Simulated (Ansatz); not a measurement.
# Lattice dynamics of Mg3TlN (built on the sites of a database entry of Ca3TlN), part 2 of 3

Wanted: phonon frequencies of Mg3TlN (built on the sites of a database entry of Ca3TlN) and what follows from them.

Ansatz 0.2.0; DFT LDA, scalar-relativistic, plane waves, PAW.

So far: The structure; Relaxation. The relaxed cell has a = 4.303 Å (conventional setting).

The structure was built from a prototype and need not be the compound's stable phase.

### Step 3. Relaxing to small forces for the phonons

Phonons need a cell at rest on their own settings, so the relaxation is repeated with tight tolerances on forces and stress, using the mesh and the filling of the phonon run that follows.

The input, input.yaml:

```yaml
crystal:
  lattice:
    - [4.3032996637, 0.0, 0.0]
    - [0.0, 4.3032996637, 0.0]
    - [0.0, 0.0, 4.3032996637]
  atoms:
    - { symbol: Mg, position: [0.5, 0.5, 0.0] }
    - { symbol: Mg, position: [0.5, 0.0, 0.5] }
    - { symbol: Mg, position: [0.0, 0.5, 0.5] }
    - { symbol: Tl, position: [0.0, 0.0, 0.0] }
    - { symbol: "N", position: [0.5, 0.5, 0.5] }
kpoints:
  mp_grid: { grid: [8, 8, 8] }
hamiltonian:
  xc: lda
scf:
  occupations: { method: methfessel_paxton, width: 0.15 }
output:
  forces: true
  stress: true
  eigenvalues: true
relax:
  adjacent_minimum: "off"
  f_tol: 0.001
  max_steps: 60
  cell: { stress_tol: 0.01 }
```

Command:

```console
> ansatz run input.yaml --threads 8 --pin off --max-ram 14336MiB --backend cpu --events-out ev --progress --plain --runs-dir out
```

Numbers of over 12 decimals in the logs are rounded to 6 here.

What it wrote:

```text
[...]
Crystal: 5 atoms, lattice volume = 79.690 Å³
Basis set: ecut = 420 eV, 1551 PW (Γ)
Bands: 29, of which v1, the nominal top of the filled ones, is band 24 counted from 1 (23 counted from 0)
Symmetry: 48 space group operations
[...]
k-points: 35 of 512
[...]
--- Relaxed structure (2 steps of the walk, 2 accepted, 1 SCFs on fresh bases) ---
[...]
cell:  # Å, volume = 79.6784 Å³
    - [4.303087, 0, 0]
    - [0, 4.303087, 0.0]
    - [0, 0.0, 4.303087]
  atoms:
    - { symbol: Mg, position: [0.5, 0.5, 0] }
    - { symbol: Mg, position: [0.5, 0, 0.5] }
    - { symbol: Mg, position: [0, 0.5, 0.5] }
    - { symbol: Tl, position: [0, 0, 0] }
    - { symbol: N, position: [0.5, 0.5, 0.5] }
[key lines of the parts left out:]
SCF converged after 4 iterations
Free energy (F): -17227.451084 eV
Fermi energy:    9.877450 eV
P = ⅓ Tr σ = -0.0030 GPa (-0.030 kbar)
```

Wall time 1.9 s (8 threads of Arm Neoverse V2, shared host); peak memory 0.46 GiB.

Little changed from the start: no atom moved by 0.005 Å and no cell edge by 0.1 %.

Numbers from this step:

| Quantity | Value |
| --- | --- |
| pressure | -0.003037 GPa |

The forces vanish by symmetry and the pressure is -0.003 GPa, within the tolerances set. The cell now holds 15.94 Å³/atom.

### Step 4. Linear response at the zone centre

The zone centre comes first: it holds the modes that light can see, as far as symmetry allows. No field response is asked, since the mesh shows no gap.

input.yaml, the sections that differ from step 3:

```yaml
crystal:
  lattice:
    - [4.3030868595, 0.0, 0.0]
    - [0.0, 4.3030868595, 0.0]
    - [0.0, 0.0, 4.3030868595]
  atoms:
    - { symbol: Mg, position: [0.5, 0.5, 0.0] }
    - { symbol: Mg, position: [0.5, 0.0, 0.5] }
    - { symbol: Mg, position: [0.0, 0.5, 0.5] }
    - { symbol: Tl, position: [0.0, 0.0, 0.0] }
    - { symbol: "N", position: [0.5, 0.5, 0.5] }
output:
  eigenvalues: true
phonons:
  method: dfpt
# kpoints, hamiltonian, scf: as in step 3
# relax: removed
```

What it wrote:

```text
zone centre: on kpoints.mp_grid the ground state, and the responses unless they are solved on pairs of k-points, stand on 125 of the mesh's 512 k-points, reduced under 8 symmetry operations, with k and −k counted as one. Each operation leaves every solved displacement unchanged or reverses it
[...]
Crystal: 5 atoms, lattice volume = 79.678 Å³
Basis set: ecut = 420 eV, 1551 PW (Γ), exchange–correlation on 60×60×60 points (8 copies of the dense FFT grid, shifted against one another)
Bands: 29, of which v1, the nominal top of the filled ones, is band 24 counted from 1 (23 counted from 0)
Symmetry: 48 space group operations
k-points: 125 of 512 (irreducible under 8 space group operations)
[...]
SCF iter   1: F=—  HF=-17227.469762 eV  |F-HF|=—  |Δ(HF+E_count)|=         —  Δρ=8.00e-3  dr2=3.38e-2  ethr=1.77e-3  ⟨swp⟩=5.6  Hψ=15974  notcnv=0
[...]
SCF iter   9: F=-17227.451086 eV  HF=-17227.451086 eV  |F-HF|=0.00e0  |Δ(HF+E_count)|=  3.64e-12  S|Δr|=    0.00e0  Δρ=3.01e-8  dr2=4.82e-13  ethr=1.00e-12  ⟨swp⟩=6.2  Hψ=15419  notcnv=0
SCF 1 converged in 9 iterations: F = -17227.451086 eV  dr2 = 4.82e-13
[...]
DFPT response loops at Γ: preconditioner auto → Kerker (q_TF=auto, 2.507 Å⁻¹) (partly filled bands, converged f_vac=0.000); β = 1.00, the filter's whole step (`scf.mixing.beta` (0.50) is not read by the response loops under this deck's `scf.mixing.preconditioner`; to damp them name `kerker` or `kerker_dos`, under which they read `scf.mixing.beta`, and type it under 1.00, their step now; both keys bind the ground state too); Broyden in place of MSR1
SCF converged after 9 iterations
[...]
Free energy (F): -17227.451086 eV
[...]
Internal energy: -17227.450470 eV  (E = F + TS)
E sigma→0 (E₀):  -17227.450932 eV
Entropy (-TS):   -0.000616 eV (-0.123 meV/atom)
Fermi energy:    9.877450 eV
Step filling:    the computed levels leave a gap of 0.0000 eV = 0.0 smearing widths at the electron count; against every level under it full and every level over it empty, smearing changes F+E_penalty+E_count by -1.545 meV and its σ→0 estimate by -1.391 meV
[...]
--- Band table (eV; the first three rows and the last of 125) ---
  k-point 0: bands = [... 20 lower, 5.9767, 5.9767, 11.2368, 11.2368, 11.2368, 11.5143, 11.5143, 13.3838, ... 1 higher]
  k-point 1: bands = [... 20 lower, 6.0377, 6.0377, 9.9567, 11.1155, 11.1155, 11.6201, 12.3241, 14.3003, ... 1 higher]
  k-point 2: bands = [... 20 lower, 6.1962, 6.1962, 8.5592, 10.7972, 10.7972, 11.9351, 13.1626, 15.3425, ... 1 higher]
  k-point 124: bands = [... 20 lower, 5.4950, 5.4950, 7.0538, 7.0538, 7.0538, 13.7543, 13.7543, 13.7543, ... 1 higher]
--- Phonons (Γ-DFPT): 4 representative perturbations + reference, on 125 of 512 k-points (Σ response iterations 12) ---
  k mesh reduced under 8 symmetry operations, with k and −k counted as one. Each operation leaves every solved displacement unchanged or reverses it
  ASR residual: 1.717e-5 → 0.000e0 eV/Å²; symmetrization residual: 2.624e-6 eV/Å²
  ASR residual per site (eV/Å²): 8.18e-6 8.18e-6 8.18e-6 1.72e-5 4.39e-6
  Γ frequencies (cm⁻¹): 0.00 0.00 0.00 134.37 134.37 134.37 204.29 204.29 204.29 298.31 298.31 298.31 448.57 448.57 448.57
  non-analytic LO–TO correction: not included (Born effective charges unavailable; polar crystals: no LO–TO splitting at Γ)
```

Run time: 17 s. Hardware: 8 threads; peak memory 1.1 GiB; 2.1 min of CPU time.

This step gave:

| Item | Value |
| --- | --- |
| sum-rule residual before enforcement | 1.72e-5 eV/Å² |
| point group | m-3m |
| highest optical mode at the zone centre (no LO-TO term) | 448.6 cm⁻¹ |
| lowest optical zone-centre mode | 134.4 cm⁻¹ |

Patterns of degenerate modes are one choice out of their space. Modes at Γ, with each element's share of the kinetic energy:

```tsv
mode	frequency (cm⁻¹)	symmetry	Mg %	Tl %	N %
1	0.0	acoustic	25	70	5
2	0.0	acoustic	25	70	5
3	0.0	acoustic	25	70	5
4	134.4	T1u	59	29	12
5	134.4	T1u	59	29	12
6	134.4	T1u	59	29	12
7	204.3	T2u	100	0	0
8	204.3	T2u	100	0	0
9	204.3	T2u	100	0	0
10	298.3	T1u	84	0	16
11	298.3	T1u	84	0	16
12	298.3	T1u	84	0	16
13	448.6	T1u	33	0	67
14	448.6	T1u	33	0	67
15	448.6	T1u	33	0	67
```

Displacements in mode 6 (134.4 cm⁻¹), the largest set to 1:
```
Mg1  0.15 -0.59 -1.00
Mg2  0.15 -0.79 -0.75
Mg3  0.20 -0.59 -0.75
Tl4 -0.07  0.28  0.35
N5   0.17 -0.67 -0.85
```

Displacements in mode 7 (204.3 cm⁻¹), the largest set to 1:
```
Mg1  0.00 -0.06  0.00
Mg2  0.00  0.00 -1.00
Mg3  0.00  0.06  1.00
Tl4  0.00  0.00  0.00
N5   0.00  0.00  0.00
```

Before it was imposed, the acoustic sum rule was missed by 1.7e-5 eV/Å². Small misses are needed for a sound result but don't prove that mesh and cutoff are converged. The lowest optical mode is real, 134 cm⁻¹.

### Step 5. Phonons on a q mesh

Stability and thermal properties need the whole zone. Linear response on a 2×2×2 q mesh gives force constants as far as a supercell of that size would.

Changes to input.yaml since step 4:

```diff
@@ -21 +21,8 @@
   method: dfpt
+  qmesh: [2, 2, 2]
+  temperatures: { t_max: 1000, t_step: 50 }
+  qpath:
+    path:
+      - [[0.0, 0.0, 0.0], [0.0, 0.5, 0.0], [0.5, 0.5, 0.0], [0.0, 0.0, 0.0], [0.5, 0.5, 0.5], [0.0, 0.5, 0.0]]
+      - [[0.5, 0.5, 0.5], [0.5, 0.5, 0.0]]
+    npoints: 10
```

What it wrote:

```text
[...]
Crystal: 5 atoms, lattice volume = 79.678 Å³
Basis set: ecut = 420 eV, 1551 PW (Γ), exchange–correlation on 60×60×60 points (8 copies of the dense FFT grid, shifted against one another)
Bands: 29, of which v1, the nominal top of the filled ones, is band 24 counted from 1 (23 counted from 0)
Symmetry: 48 space group operations
k-points: 35 of 512
[...]
SCF iter   1: F=—  HF=-17227.469907 eV  |F-HF|=—  |Δ(HF+E_count)|=         —  Δρ=7.97e-3  dr2=3.37e-2  ethr=1.77e-3  ⟨swp⟩=5.8  Hψ=4486  notcnv=0
[...]
SCF iter   9: F=-17227.451086 eV  HF=-17227.451086 eV  |F-HF|=3.64e-12  |Δ(HF+E_count)|=  1.46e-11  S|Δr|=    0.00e0  Δρ=3.03e-8  dr2=5.09e-13  ethr=1.00e-12  ⟨swp⟩=6.2  Hψ=4319  notcnv=0
SCF 1 converged in 9 iterations: F = -17227.451086 eV  dr2 = 5.09e-13
[...]
SCF iter   3: F=-17227.451086 eV  HF=-17227.451086 eV  |F-HF|=7.28e-12  |Δ(HF+E_count)|=  7.28e-12  S|Δr|=    0.00e0  Δρ=1.18e-7  dr2=3.45e-12  ethr=1.00e-12  ⟨swp⟩=2.0  Hψ=1993  notcnv=0
SCF 2 converged in 3 iterations: F = -17227.451086 eV  dr2 = 3.45e-12
[...]
phonons: the bands overlap, so this run is a metal and interpolates without the dipole-dipole term. If the crystal is really an insulator or semiconductor, its LO-TO splitting is missing
NSCF: frozen V_eff on 35 k-points
WARN: eigensolver did not converge (k=0): 1 band(s) unlocked after 20 sweeps at ethr=1.06e-12 eV (storage-precision floor; scheduled 1.00e-12 eV) (lowest unlocked band 28, counted from 0; max residual 1.13e-2 eV among the unlocked bands, 1.13e-2 eV over every band; other slots of this pass that fall short are told together in one closing line; warning suppressed until the next SCF loop or pass starts)
WARN: eigensolver did not converge in 3 slots of this pass, the one above among them; of largest residual over every band (k=0): 1 band(s) unlocked (lowest unlocked band 28, counted from 0; max residual 1.13e-2 eV among the unlocked bands, 1.13e-2 eV over every band); of lowest unlocked band (k=0): band 28
[...]
DFPT response loops at q = (0, 0, 0) (fractional): preconditioner auto → Kerker (q_TF=auto, 2.507 Å⁻¹) (partly filled bands, converged f_vac=0.000); β = 1.00, the filter's whole step (`scf.mixing.beta` (0.50) is not read by the response loops under this deck's `scf.mixing.preconditioner`; to damp them name `kerker` or `kerker_dos`, under which they read `scf.mixing.beta`, and type it under 1.00, their step now; both keys bind the ground state too); Broyden in place of MSR1
[...]
SCF converged after 9 iterations
[...]
Free energy (F): -17227.451086 eV
[...]
Internal energy: -17227.450470 eV  (E = F + TS)
E sigma→0 (E₀):  -17227.450932 eV
Entropy (-TS):   -0.000616 eV (-0.123 meV/atom)
Fermi energy:    9.877450 eV
[...]
--- Band table (eV; the first three rows and the last of 35) ---
  k-point 0: bands = [... 20 lower, 5.9767, 5.9767, 11.2368, 11.2368, 11.2368, 11.5143, 11.5143, 13.3838, ... 1 higher]
  k-point 1: bands = [... 20 lower, 6.0377, 6.0377, 9.9567, 11.1155, 11.1155, 11.6201, 12.3241, 14.3003, ... 1 higher]
  k-point 2: bands = [... 20 lower, 6.1962, 6.1962, 8.5592, 10.7972, 10.7972, 11.9351, 13.1626, 15.3425, ... 1 higher]
  k-point 34: bands = [... 20 lower, 5.4950, 5.4950, 7.0538, 7.0538, 7.0538, 13.7543, 13.7543, 13.7543, ... 1 higher]
--- Phonons (Γ-DFPT): 4 representative perturbations + reference (Σ response iterations 12) ---
  ASR residual: 2.225e-5 → 0.000e0 eV/Å²; symmetrization residual: 2.739e-6 eV/Å²
  ASR residual per site (eV/Å²): 7.23e-6 7.23e-6 7.23e-6 2.22e-5 3.97e-6
[...]
--- Phonons (arbitrary-q DFPT): 4 irreducible q on the 2×2×2 mesh ---
  q = [0.0000, 0.0000, 0.0000] (star 1, of the zone-centre solve; hermiticity 6.24e-7, symmetrization 3.20e-12): -0.00 -0.00 -0.00 134.37 134.37 134.37 204.29 204.29 204.29 298.31 298.31 298.31 448.57 448.57 448.57
  q = [0.0000, 0.0000, -0.5000] (star 3, 9 solved perturbations in 975 linear systems a pass and spin channel, the states on 125 of 512 k-point pairs; hermiticity 4.05e-7, symmetrization 2.94e-12): 68.87 68.87 82.65 156.67 156.67 196.09 201.37 220.19 220.19 254.75 254.75 320.21 389.48 447.33 447.33
[...]
sum rule: each row above includes the acoustic sum rule's correction from the zone centre's row sums; it moved no ω² by more than (0.28 cm⁻¹)²
  mesh force constants: q→R imaginary residual 5.93e-18; ASR residual 2.225e-5 → 0.000e0 eV/Å²; symmetrization residual 5.773e-15 eV/Å²
  interpolated dispersion: 62 rows × 15 modes
  density of states and harmonic sums: on the 14×14×14 q-mesh, interpolated from the force constants of a 2×2×2 supercell (no non-analytic term)
  largest difference from the sums on the solved wave vectors: F 8.95e-2 eV, S 1.22e-4 and C_V 3.22e-5 eV/K
  zero-point energy: 0.216779 eV/cell   skipped modes (ω ≤ 0): 3   left out of the sums: 7.29e-5 of the cell's modes: C_V's classical limit lies that fraction below 3 k_B per atom; for a crystal, a wire or a layer, F and S can be off by more, and a phonons.interpolated_qmesh denser along its periods is the remedy for the sampling
```

Elapsed: 79 s, on 8 threads; peak memory 1 GiB.

This step gave:

- sum-rule residual before enforcement: 2.22e-5 eV/Å²
- lowest frequency on the path: 0 cm⁻¹
- highest frequency on the path or at a solved wavevector: 457 cm⁻¹
- mean frequency: 233.1 cm⁻¹
- Debye temperature (second moment): 488 K
- logarithmic mean frequency: 196.3 cm⁻¹
- lowest mode on the q mesh (acoustic modes at Γ apart): 67.03 cm⁻¹
- zero-point energy per atom: 43.36 meV
- heat capacity at 300 K: 22.05 J/(mol atoms K)
- vibrational entropy at 300 K: 27.99 J/(mol atoms K)
- edges of the widest gap between branches, on path and mesh: 82.7, 130.3 cm⁻¹

Frequencies (cm⁻¹) solved at each irreducible wavevector; negative means imaginary. Frequencies by wavevector, by row:

```tsv
q in reciprocal lattice units	star	mode 1	mode 2	mode 3	mode 4	mode 13	mode 14	mode 15
0 0 0	1	0	0	0	134.4	448.6	448.6	448.6
0 0 -0.5	3	68.9	68.9	82.7	156.7	389.5	447.3	447.3
0 -0.5 -0.5	3	67	67	77.7	130.3	388.4	388.4	457
-0.5 -0.5 -0.5	1	72.8	72.8	72.8	135.8	382.7	382.7	423.4
```

Interpolated from a 2×2×2 q mesh, rough between the solved points. Phonon branches along the path, in cm⁻¹:

```tsv
point	branch 1	branch 2	branch 3	branch 4	branch 12	branch 13	branch 14	branch 15
Γ	0	0	0	134	298	449	449	449
halfway	52	52	66	146	295	427	448	448
X	69	69	83	157	320	390	447	447
halfway	67	73	73	160	329	389	426	452
M	67	67	78	130	358	388	388	457
halfway	52	64	76	162	303	421	431	450
Γ	0	0	0	134	298	449	449	449
halfway	62	62	78	156	316	422	422	439
R	73	73	73	136	383	383	383	423
halfway	71	71	72	156	344	387	422	439
X	69	69	83	157	320	390	447	447
jump to R	73	73	73	136	383	383	383	423
halfway	70	70	75	133	376	386	386	439
M	67	67	78	130	358	388	388	457
```

The phonon density of states has structure finer than the step of the table below, so its rows give means over 20 cm⁻¹, whole bins alone (the curve runs from 2.5 to 458 cm⁻¹). Peaks (cm⁻¹: height): 72.5: 0.180, 157.5: 0.108, 182.5: 0.0628, 267.5: 0.127, 392.5: 0.0540, 447.5: 0.116.

Tetrahedra on a 14×14×14 mesh, mean over bins of 5 cm-1. Interpolated from a 2×2×2 q mesh, rough between the solved points. Table of phonon density of states by wavenumber; means over each step:

wavenumber (cm⁻¹), phonon density of states (1/cm⁻¹/cell) and a bar:
```
       20      0.001 
       40      0.008 ###
       60      0.071 #########################
       80      0.070 #########################
      100      0.000 
      120      0.000 
      140      0.029 ##########
      160      0.073 ##########################
      180      0.044 ################
      200      0.045 ################
      220      0.047 #################
      240      0.049 ##################
      260      0.084 ##############################
      280      0.027 ##########
      300      0.015 #####
      320      0.017 ######
      340      0.012 ####
      360      0.007 ##
      380      0.013 #####
      400      0.036 #############
      420      0.029 ##########
      440      0.060 #####################
```

(Continued in part 3 of 3.)

[Logs are printed without paths, hosts, clocks, repeated set-up lines and the standing remarks that a program may print on its own settings, such as how far it seeks lower states.]

[Hosts, paths, dates, database ids (printed as entryN), source tags and the programs' standing remarks are cut or masked in the printed files.]
